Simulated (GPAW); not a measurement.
# The Rh L₃ excitation threshold of Rh (Rhodium, Fm-3m) under uniform strain

For each volume the threshold was computed as E(hole, excited electron kept) − E(ground) (GPAW, PBE, 13-atom cell, total energies on 5×5×5 k points, hole spin-paired). The values are raw (the 2p hole is the L₂/L₃ mean, without spin–orbit splitting); only their change is used. The threshold is the spectrum's zero, where absorption may be weak, not the visible edge.

| volume | ln(V/V₀) | threshold (eV) |
| --- | --- | --- |
| V × 0.94 | -0.06188 | 3040.490 |
| V × 0.97 | -0.03046 | ? |
| V × 1 | +0.00000 | 3040.339 |
| V × 1.09 | +0.08618 | 3040.123 |

The database entry behind the starting cell differs from later determinations by our own check (an axis about 0.2 % short against later determinations), so it need not match the best structure at ambient conditions.

Q: Fit a straight line in ln(V/V₀), give its slope, and predict the threshold at V × 0.97.

The means of the given rows are x̄ = +0.00810 and Ē = 3040.317 eV. Σ(x − x̄)(E − Ē) = -0.02743 and Σ(x − x̄)² = 0.01106, so the slope is -2.48 eV, and the line passes the given rows within 0.002 eV. At x = -0.03046 it gives 3040.317 + (-2.48) × (-0.03856) = 3040.413 eV. The run gives 3040.414 eV, a miss of -0.001 eV over a total move of -0.367 eV. The slope is the clamped-ion volume deformation potential of the Fermi level against the Rh 2p level, with the hole's relaxation included: the threshold falls by 0.025 eV for 1 % of expansion. The excited electron's band filling changes with volume too and isn't taken out.

[Hosts, paths, dates, database ids (printed as entryN), source tags and the programs' standing remarks are cut or masked in the printed files.]

[Lists of maxima count a maximum above −3 eV only where it reaches 4 % of the highest in the window and stands out from its surroundings by 2 % of it (1.5 % where it reaches 55 %); shoulders and weaker maxima are passed over, and of the rest the first, up to two pre-edge ones and the few strongest are named.]
